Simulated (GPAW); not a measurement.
# Screening of a field by W2N(OH)2 MXene monolayer

Wanted: the out-of-plane polarisability of W2N(OH)2 MXene monolayer.

Program: GPAW 26.7.0. Level of theory: GPAW, PAW setups; layer in a repeated cell with vacuum, relaxation of atoms and in-plane cell, in the first sound run; inputs show where later runs differ. Results are calculated unless marked as measured.

### 1. The starting structure

The cell holds 7 atoms: 2 H, 2 O, 2 W and 1 N. Cell: a = 3.054 Å, b = 3.054 Å, c = 22.717 Å, α = 90.0°, β = 90.0°, γ = 120.0°. Vacuum lies along c.

### 2. Relaxing the atoms

Forces are removed first; all later runs use this geometry.

File run.py:

```python
import json
import numpy as np
from ase import Atoms
from ase.filters import FrechetCellFilter
from ase.optimize import BFGS
from gpaw import GPAW, PW

slab = Atoms(
    ['H', 'O', 'W', 'N', 'W', 'O', 'H'],
    positions=[
        [-0.00000, 1.76317, 8.00000],
        [-0.00000, 1.76317, 8.98000],
        [1.52695, 0.88159, 10.15352],
        [0.00000, 0.00000, 11.35851],
        [-0.00000, 1.76317, 12.56350],
        [1.52695, 0.88159, 13.73701],
        [1.52695, 0.88159, 14.71701]],
    cell=[[3.05391, 0.0, 0.0], [-1.52695, 2.64476, 0.0], [0.0, 0.0, 22.717]],
    pbc=[True, True, True])

slab.calc = GPAW(mode=PW(600), xc='PBE', kpts={'size': (12, 12, 1), 'gamma': True},
                 occupations={'name': 'fermi-dirac', 'width': 0.05}, nbands='160%',
                 convergence={'density': 1e-05}, maxiter=200,
                 symmetry={'tolerance': 1e-3}, txt='slab.txt')
result = {}
# The in-plane cell is free; stress needs a cell that repeats along all three vectors
path = []
opt = BFGS(FrechetCellFilter(slab, mask=[1, 1, 0, 0, 0, 1]), maxstep=0.2)
opt.attach(lambda: path.append((slab.get_potential_energy(), slab.positions.tolist(), slab.get_forces().tolist())))
result['relaxed'] = bool(opt.run(fmax=0.02, steps=45))
result['path'] = path
result['cell'] = slab.cell.tolist()
print('in-plane lattice', slab.cell.cellpar().round(4)[[0, 1, 5]])
energy = slab.get_potential_energy()
fermi = slab.calc.get_fermi_level()
v = slab.calc.get_electrostatic_potential().mean((0, 1)) - fermi
n = slab.calc.get_pseudo_density().mean((0, 1))
L = slab.cell[2, 2]
z = np.arange(len(v)) * L / len(v)
low, high = slab.positions[:, 2].min(), slab.positions[:, 2].max()
below, above = np.interp([low - 5.8, high + 5.8], z, v)
slopes = [np.interp(x, z, np.gradient(v, z)) for x in (low - 5.8, high + 5.8)]
eps = np.array([[slab.calc.get_eigenvalues(k, s) for k in range(len(slab.calc.get_ibz_k_points()))]
                for s in range(slab.calc.get_number_of_spins())]) - fermi
top, bottom = eps[eps < 0].max(), eps[eps > 0].min()
dipole = slab.get_dipole_moment()[2]
print(f'energy {energy:.4f} eV, Fermi level {fermi:.4f} eV, dipole {dipole:.5f} e A')
print(f'potential 5.8 A off the faces, from the Fermi level: lower {below:.4f} eV, upper {above:.4f} eV')
print(f'slope of the potential there: lower {slopes[0]:.5f}, upper {slopes[1]:.5f} eV/A')
print(f'nearest levels on the mesh: {top:.4f} and {bottom:.4f} eV')
print('magnetic moment', round(slab.get_magnetic_moment(), 3))
result.update(energy=energy, fermi=fermi, dipole=dipole, below=below, above=above, slopes=slopes, edges=[top, bottom],
              z=z.tolist(), v=v.tolist(), n=n.tolist(), positions=slab.positions.tolist(),
              forces=slab.get_forces(apply_constraint=False).tolist(), moments=slab.get_magnetic_moments().tolist())
json.dump(result, open('result.json', 'w'))
```

The run is started by

```
> OMP_NUM_THREADS=1 OPENBLAS_NUM_THREADS=1 python run.py
```

What it wrote:

```text
Step          Energy          fmax
BFGS:    0      -49.718752        1.636792
BFGS:    1      -49.813689        1.296740
BFGS:    2      -50.006975        1.007068
BFGS:    3      -50.119929        1.280375
BFGS:    4      -50.240563        1.848160
BFGS:    5      -50.432716        2.102701
BFGS:    6      -50.713908        1.670602
BFGS:    7      -50.920412        1.804694
BFGS:    8      -51.113505        1.661822
BFGS:    9      -51.270603        1.595243
BFGS:   10      -51.400168        1.466952
BFGS:   11      -51.628099        0.475859
BFGS:   12      -51.609791        0.092895
BFGS:   13      -51.617202        0.026048
BFGS:   14      -51.617154        0.004353
in-plane lattice [  2.7859   2.7859 119.9999]
energy -51.6049 eV, Fermi level 3.1465 eV, dipole 0.00036 e A
potential 5.8 A off the faces, from the Fermi level: lower 2.7543 eV, upper 2.7533 eV
slope of the potential there: lower -0.00143, upper 0.00206 eV/A
nearest levels on the mesh: -0.0168 and 0.0118 eV
magnetic moment 0.0
```

Wall time 18 min (1 thread of Intel Xeon Platinum 8375C at 2.90GHz (Ice Lake), shared host); peak memory 0.43 GiB.

Numbers from this step:

```yaml
dipole_along_the_normal: 3.59e-4 e·Å
levels_nearest_the_fermi_level_on_the_mesh: -0.01681, 0.01181 eV from the Fermi level
```

The electrostatic potential energy of an electron (without an applied field's), less the Fermi level, planar mean oscillates, so the rows of the table below give means over windows of 2.02 Å about each position, cut where the curve ends. Its maxima inside the range that stand out by 2 % of the span (Å: eV): 7.7: -1.22, 8.8: -6.97, 10.9: -6.68, 11.9: -6.68, 13.9: -6.98, 15.0: -1.22. Its minima: 7.4: -2.49, 8.4: -13.6, 9.8: -32.3, 11.4: -15.6, 12.9: -32.3, 14.3: -13.6, 15.3: -2.50.

The electrostatic potential energy of an electron (without an applied field's), less the Fermi level, planar mean by z; means over each step:

```csv
z (Å),"electrostatic potential energy of an electron (without an applied field's), less the Fermi level, planar mean (eV)"
1.01,2.75
3.03,2.74
5.05,2.47
7.07,-0.567
9.09,-16.9
11.11,-11.9
13.13,-18.7
15.15,-3.69
17.17,2.19
19.19,2.72
21.21,2.75
```

The pseudo valence density, planar mean oscillates, so the rows of the table below give means over windows of 1.51 Å about each position, cut where the curve ends. Its maxima inside the range that stand out by 2 % of the span (Å: e/Å³): 8.4: 1.12, 9.9: 1.96, 11.4: 0.824, 12.8: 1.96, 14.3: 1.12. Its minima: 9.1: 0.525, 10.8: 0.551, 11.9: 0.551, 13.6: 0.525.

Table of pseudo valence density, planar mean by z; means over each step:

z (Å), pseudo valence density, planar mean (e/Å³) and a bar:
```
     2.27       0.00 
     3.78       0.00 
     5.29       0.00 
     6.80       0.06 ##
     8.31       0.70 #################
     9.82       1.20 ##############################
    11.33       0.68 #################
    12.84       1.20 ##############################
    14.35       0.71 ##################
    15.86       0.07 ##
    17.37       0.00 
    18.88       0.00 
    20.39       0.00
```

The relaxation lowered the energy of the cell by 1.90 eV (energies extrapolated to zero smearing; the optimiser's log prints free energies). The largest force left on a free atom is 0.0044 eV/Å.

### 3. The slab's potential

With the geometry fixed, the planar mean of the potential gives the vacuum level on each side.

This step: GPAW, PAW setups; slab in vacuum (GPAW 26.7.0).

The cell differs from the one that the last finished run ended in (c 22.717 → 23.901 Å).

File run.py:

```python
import json
import numpy as np
from ase import Atoms
from gpaw import GPAW, PW

slab = Atoms(
    ['H', 'O', 'W', 'N', 'W', 'O', 'H'],
    positions=[
        [0.00000, 1.60842, 8.00000],
        [0.00000, 1.60842, 8.98694],
        [1.39293, 0.80421, 10.45243],
        [-0.00000, -0.00000, 11.95038],
        [0.00000, 1.60842, 13.44832],
        [1.39293, 0.80421, 14.91381],
        [1.39293, 0.80421, 15.90074]],
    cell=[[2.78587, 0.0, 0.0], [-1.39293, 2.41263, 0.0], [0.0, 0.0, 23.9007]],
    pbc=[True, True, False])

slab.calc = GPAW(mode=PW(500), xc='PBE', kpts={'size': (12, 12, 1), 'gamma': True},
                 occupations={'name': 'fermi-dirac', 'width': 0.05}, nbands='160%',
                 convergence={'density': 1e-05}, maxiter=200,
                 poissonsolver={'dipolelayer': 'xy'},
                 symmetry={'tolerance': 1e-3}, txt='slab.txt')
result = {}
energy = slab.get_potential_energy()
fermi = slab.calc.get_fermi_level()
v = slab.calc.get_electrostatic_potential().mean((0, 1)) - fermi
n = slab.calc.get_pseudo_density().mean((0, 1))
L = slab.cell[2, 2]
z = np.arange(len(v)) * L / len(v)
low, high = slab.positions[:, 2].min(), slab.positions[:, 2].max()
below, above = np.interp([low - 5.8, high + 5.8], z, v)
slopes = [np.interp(x, z, np.gradient(v, z)) for x in (low - 5.8, high + 5.8)]
eps = np.array([[slab.calc.get_eigenvalues(k, s) for k in range(len(slab.calc.get_ibz_k_points()))]
                for s in range(slab.calc.get_number_of_spins())]) - fermi
top, bottom = eps[eps < 0].max(), eps[eps > 0].min()
dipole = slab.get_dipole_moment()[2]
print(f'energy {energy:.4f} eV, Fermi level {fermi:.4f} eV, dipole {dipole:.5f} e A')
print(f'potential 5.8 A off the faces, from the Fermi level: lower {below:.4f} eV, upper {above:.4f} eV')
print(f'slope of the potential there: lower {slopes[0]:.5f}, upper {slopes[1]:.5f} eV/A')
print(f'nearest levels on the mesh: {top:.4f} and {bottom:.4f} eV')
print('magnetic moment', round(slab.get_magnetic_moment(), 3))
result.update(energy=energy, fermi=fermi, dipole=dipole, below=below, above=above, slopes=slopes, edges=[top, bottom],
              z=z.tolist(), v=v.tolist(), n=n.tolist(), positions=slab.positions.tolist(),
              forces=slab.get_forces(apply_constraint=False).tolist(), moments=slab.get_magnetic_moments().tolist())
json.dump(result, open('result.json', 'w'))
```

What it wrote:

```text
energy -50.4639 eV, Fermi level 2.8452 eV, dipole 0.00094 e A
potential 5.8 A off the faces, from the Fermi level: lower 2.7875 eV, upper 2.7649 eV
slope of the potential there: lower -0.00283, upper 0.00283 eV/A
nearest levels on the mesh: -0.0183 and 0.0122 eV
magnetic moment 0.0
```

The job ended after 52 s (1 thread; peak memory 0.25 GiB).

This step gave:

```yaml
dipole_along_the_normal: 9.40e-4 e·Å
levels_nearest_the_fermi_level_on_the_mesh: -0.01828, 0.01218 eV from the Fermi level
upper_work_function: 2.765 eV
lower_work_function: 2.788 eV
```

The electrostatic potential energy of an electron (without an applied field's), less the Fermi level, planar mean by z:

```csv
z (Å),"electrostatic potential energy of an electron (without an applied field's), less the Fermi level, planar mean (eV)"
0.0,2.78
0.5,2.79
1.0,2.79
1.5,2.79
2.0,2.79
2.5,2.79
3.0,2.78
3.5,2.78
4.0,2.77
4.5,2.75
5.0,2.70
5.5,2.61
6.0,2.44
6.5,2.09
7.0,1.43
7.5,0.0900
8.0,-2.41
8.5,-2.27
9.0,-13.5
9.5,-7.17
10.0,-19.9
10.5,-32.0
11.0,-15.9
11.5,-6.95
12.0,-15.1
12.5,-6.91
13.0,-19.8
13.5,-32.0
14.0,-16.2
14.5,-7.21
15.0,-12.4
15.5,-1.45
16.0,-2.20
16.5,0.431
17.0,1.58
17.5,2.15
18.0,2.46
18.5,2.62
19.0,2.69
19.5,2.73
20.0,2.75
20.5,2.76
21.0,2.76
21.5,2.76
22.0,2.77
22.5,2.77
23.0,2.77
23.5,2.77
```

The pseudo valence density, planar mean oscillates, so the rows of the table below give means over windows of 1.53 Å about each position, cut where the curve ends. Its maxima inside the range that stand out by 2 % of the span (Å: e/Å³): 9.0: 1.12, 10.5: 1.96, 12.0: 0.818, 13.4: 1.96, 14.9: 1.12. Its minima: 9.6: 0.548, 11.3: 0.539, 12.6: 0.539, 14.3: 0.548.

Table of pseudo valence density, planar mean by z; means over each step:

```csv
z (Å),"pseudo valence density, planar mean (e/Å³)"
2.29,2.1e-5
3.82,2.2e-4
5.35,0.00184
6.88,0.0181
8.41,0.514
9.95,1.13
11.47,0.776
13.00,1.13
14.53,0.822
16.06,0.173
17.59,0.00620
19.12,8.6e-4
20.65,9.1e-5
```

Force by atom:

```csv
atom,x (eV/Å),y (eV/Å),z (eV/Å),size
H1,0.0000,0.0000,-0.0912,0.0912
O2,0.0000,0.0000,0.0976,0.0976
W3,0.0000,0.0000,-0.0361,0.0361
N4,0.0000,0.0000,0.0000,0.0000
W5,0.0000,0.0000,0.0361,0.0361
O6,0.0000,0.0000,-0.0976,0.0976
H7,0.0000,0.0000,0.0912,0.0912
```

The potential is flat to 0.003 eV/Å where it is read, so the vacuum is wide enough.

### 4. Field on

A uniform field along the normal polarises the slab; the atoms stay fixed, so this is the electronic response alone.

Edit run.py of step 3 so:

```diff
@@ -4,2 +4,3 @@
 from gpaw import GPAW, PW
+from gpaw.external import ConstantElectricField
 
@@ -22,2 +23,3 @@
                  poissonsolver={'dipolelayer': 'xy'},
+                 external=ConstantElectricField(-0.2, [0, 0, 1]),
                  symmetry={'tolerance': 1e-3}, txt='slab.txt')
```

What it wrote:

```text
energy -50.4737 eV, Fermi level 2.8376 eV, dipole -0.09829 e A
potential 5.8 A off the faces, from the Fermi level: lower 1.4746 eV, upper 4.1192 eV
slope of the potential there: lower -0.00208, upper 0.00488 eV/A
nearest levels on the mesh: -0.0185 and 0.0116 eV
magnetic moment 0.0
```

The job ended after 4.4 min (1 thread; peak memory 0.53 GiB).

Numbers from this step:

* dipole along the normal: -0.09829 e·Å
* levels nearest the Fermi level on the mesh: -0.01855, 0.01157 eV from the Fermi level
* potential below the slab, the applied field's own ramp left out: 1.475 eV from the Fermi level
* potential above the slab, the applied field's own ramp left out: 4.119 eV from the Fermi level

The electrostatic potential energy of an electron (without an applied field's), less the Fermi level, planar mean oscillates, so the rows of the table below give means over windows of 2.01 Å about each position, cut where the curve ends. Its maxima inside the range that stand out by 2 % of the span (Å: eV): 8.3: -1.98, 9.5: -7.46, 11.5: -6.83, 12.4: -6.64, 14.4: -6.44, 15.6: -0.464, 23.3: 4.12. Its minima: 8.0: -3.27, 9.0: -14.2, 10.4: -32.5, 12.0: -15.7, 13.5: -31.9, 14.9: -13.0, 15.9: -1.63.

Table of electrostatic potential energy of an electron (without an applied field's), less the Fermi level, planar mean by z; means over each step:

```csv
z (Å),"electrostatic potential energy of an electron (without an applied field's), less the Fermi level, planar mean (eV)"
1.00,1.60
3.01,1.47
5.02,1.39
7.03,-0.216
9.04,-8.96
11.05,-18.6
13.06,-18.5
15.07,-6.02
17.08,2.41
19.09,3.99
21.10,4.11
23.11,4.04
```

Force by atom:

```csv
atom,x (eV/Å),y (eV/Å),z (eV/Å),size
H1,0.000,0.000,-0.073,0.073
O2,0.000,0.000,0.056,0.056
W3,0.000,0.000,-0.006,0.006
N4,0.000,0.000,-0.017,0.017
W5,0.000,0.000,0.062,0.062
O6,0.000,0.000,-0.128,0.128
H7,0.000,0.000,0.104,0.104
```

The dipole is now -0.0983 e Å, against 9.4e-4 in the run without a field.

### 5. In a field

Edit run.py of step 4 so:

```diff
@@ -23,3 +23,3 @@
                  poissonsolver={'dipolelayer': 'xy'},
-                 external=ConstantElectricField(-0.2, [0, 0, 1]),
+                 external=ConstantElectricField(-0.1, [0, 0, 1]),
                  symmetry={'tolerance': 1e-3}, txt='slab.txt')
```

What it wrote:

```text
energy -50.4663 eV, Fermi level 2.8430 eV, dipole -0.04908 e A
potential 5.8 A off the faces, from the Fermi level: lower 2.1217 eV, upper 3.4422 eV
slope of the potential there: lower -0.00234, upper 0.00361 eV/A
nearest levels on the mesh: -0.0183 and 0.0120 eV
magnetic moment 0.0
```

The job ended after 4.2 min (1 thread; peak memory 0.53 GiB).

Numbers from this step:

| Property | Result |
| --- | --- |
| dipole along the normal | -0.04908 e·Å |
| levels nearest the Fermi level on the mesh | -0.01830, 0.01199 eV from the Fermi level |
| potential below the slab, the applied field's own ramp left out | 2.122 eV from the Fermi level |
| potential above the slab, the applied field's own ramp left out | 3.442 eV from the Fermi level |

The electrostatic potential energy of an electron (without an applied field's), less the Fermi level, planar mean oscillates, so the rows of the table below give means over windows of 2.01 Å about each position, cut where the curve ends. Its maxima inside the range that stand out by 2 % of the span (Å: eV): 8.3: -1.60, 9.5: -7.20, 11.5: -6.78, 12.4: -6.69, 14.4: -6.69, 15.6: -0.839. Its minima: 8.0: -2.86, 9.0: -13.9, 10.4: -32.4, 12.0: -15.7, 13.5: -32.1, 14.9: -13.3, 15.9: -2.03.

The electrostatic potential energy of an electron (without an applied field's), less the Fermi level, planar mean by z; means over each step:

z (Å), electrostatic potential energy of an electron (without an applied field's), less the Fermi level, planar mean (eV) and a bar from the least value:
```
     1.00        2.2 ############################
     3.01        2.1 ############################
     5.02        2.0 ############################
     7.03        0.3 ##########################
     9.04       -8.7 ##############
    11.05      -18.5 
    13.06      -18.6 
    15.07       -6.3 #################
    17.08        1.9 ############################
    19.09        3.3 ##############################
    21.10        3.4 ##############################
    23.11        3.4 ##############################
```

Force by atom:

```csv
atom,x (eV/Å),y (eV/Å),z (eV/Å),size
H1,0.000,0.000,-0.083,0.083
O2,0.000,0.000,0.078,0.078
W3,0.000,0.000,-0.021,0.021
N4,0.000,0.000,-0.008,0.008
W5,0.000,0.000,0.049,0.049
O6,0.000,0.000,-0.115,0.115
H7,0.000,0.000,0.099,0.099
```

The dipole is now -0.0491 e Å, against 9.4e-4 in the run without a field.

### 6. Field on

Edit run.py of step 5 so:

```diff
@@ -23,3 +23,3 @@
                  poissonsolver={'dipolelayer': 'xy'},
-                 external=ConstantElectricField(-0.1, [0, 0, 1]),
+                 external=ConstantElectricField(-0.05, [0, 0, 1]),
                  symmetry={'tolerance': 1e-3}, txt='slab.txt')
```

What it wrote:

```text
energy -50.4645 eV, Fermi level 2.8445 eV, dipole -0.02452 e A
potential 5.8 A off the faces, from the Fermi level: lower 2.4479 eV, upper 3.1077 eV
slope of the potential there: lower -0.00247, upper 0.00318 eV/A
nearest levels on the mesh: -0.0183 and 0.0121 eV
magnetic moment 0.0
```

Run time: 5.9 min. Hardware: 1 thread; peak memory 0.53 GiB.

The electrostatic potential energy of an electron (without an applied field's), less the Fermi level, planar mean oscillates, so the rows of the table below give means over windows of 2.01 Å about each position, cut where the curve ends. Its maxima inside the range that stand out by 2 % of the span (Å: eV): 8.3: -1.41, 9.5: -7.08, 11.5: -6.76, 12.4: -6.71, 14.4: -6.82, 15.6: -1.03. Its minima: 8.0: -2.65, 9.0: -13.8, 10.4: -32.3, 12.0: -15.7, 13.5: -32.2, 14.9: -13.4, 15.9: -2.24.

The electrostatic potential energy of an electron (without an applied field's), less the Fermi level, planar mean by z; means over each step:

z (Å), electrostatic potential energy of an electron (without an applied field's), less the Fermi level, planar mean (eV) and a bar from the least value:
```
     1.00        2.5 #############################
     3.01        2.4 #############################
     5.02        2.3 #############################
     7.03        0.6 ##########################
     9.04       -8.5 ##############
    11.05      -18.4 
    13.06      -18.7 
    15.07       -6.5 #################
    17.08        1.6 ############################
    19.09        3.0 ##############################
    21.10        3.1 ##############################
    23.11        3.1 ##############################
```

### 7. Field on

Edit run.py of step 6 so:

```diff
@@ -23,3 +23,3 @@
                  poissonsolver={'dipolelayer': 'xy'},
-                 external=ConstantElectricField(-0.05, [0, 0, 1]),
+                 external=ConstantElectricField(0.05, [0, 0, 1]),
                  symmetry={'tolerance': 1e-3}, txt='slab.txt')
```

What it wrote:

```text
energy -50.4645 eV, Fermi level 2.8445 eV, dipole 0.02452 e A
potential 5.8 A off the faces, from the Fermi level: lower 3.1077 eV, upper 2.4479 eV
slope of the potential there: lower -0.00318, upper 0.00253 eV/A
nearest levels on the mesh: -0.0182 and 0.0121 eV
magnetic moment 0.0
```

The job ended after 5.6 min (1 thread; peak memory 0.53 GiB).

(Part 1 of 2 ends here.)

[Logs are printed without paths, hosts, clocks, repeated set-up lines and the standing remarks that a program may print on its own settings, such as how far it seeks lower states.]

[Hosts, paths, dates, database ids (printed as entryN), source tags and the programs' standing remarks are cut or masked in the printed files.]
